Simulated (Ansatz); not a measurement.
Rows from a G0W0 calculation on AlGaAs2 (zincblende [001] superlattice) (Ansatz 0.2.0; G0W0 on PBEsol, plane waves, PAW; 4×4×2 mesh, 814 empty bands, screening to 120 eV), in eV. Spin-orbit coupling is left out.

| row | k | band | start | Σx | Σc at the solution | Vxc |
| --- | --- | --- | --- | --- | --- | --- |
| A | Γ | c1 | 8.192 | -10.987 | -3.599 | -14.995 |
| B | (0.000, 0.000, -0.500) | c2 | 8.672 | -6.675 | -3.789 | -10.559 |
| C | (0.000, 0.000, -0.500) | c1 | 8.345 | -6.121 | -3.754 | -9.992 |
| D | Γ | v1 | 7.133 | -16.446 | 1.145 | -14.810 |
| E | (0.000, 0.000, -0.500) | v1 | 6.957 | -16.375 | 1.179 | -14.715 |
| F | Γ | c2 | 8.377 | -5.803 | -3.779 | -9.680 |

Question: Give the quasiparticle energies and the shift of each level.

The quasiparticle equation reads E = start + Σx + Σc(E) − Vxc.

| row | E (eV) | shift (eV) |
| --- | --- | --- |
| A | 8.602 | +0.410 |
| B | 8.768 | +0.095 |
| C | 8.462 | +0.117 |
| D | 6.642 | −0.491 |
| E | 6.476 | −0.481 |
| F | 8.476 | +0.099 |

Limits: short of the basis limit; no spin-orbit coupling; coarse k mesh.

[Paths, hosts, dates, memory and timing lines, banners, echoed tables and standing remarks are left out of the program output; an Ansatz launch command may be rebuilt from the run's recorded settings. Measured values are a selection of at most five: reports struck by readers or far from the other reports are left out. None is set beside runs whose start may be inverted or whose files or cutoffs have a known fault.]

[Runs of the session that timed out or met a known fault of the program may be left out.]

[Cells called generated may have been cut or substituted from an entry of the Crystallography Open Database or the Materials Project.]

[Hosts, paths, dates, database ids (printed as entryN), source tags and the programs' standing remarks are cut or masked in the printed files.]

[Where the starting crystal was built by hand or by swapping elements, it need not be the compound's stable phase.]
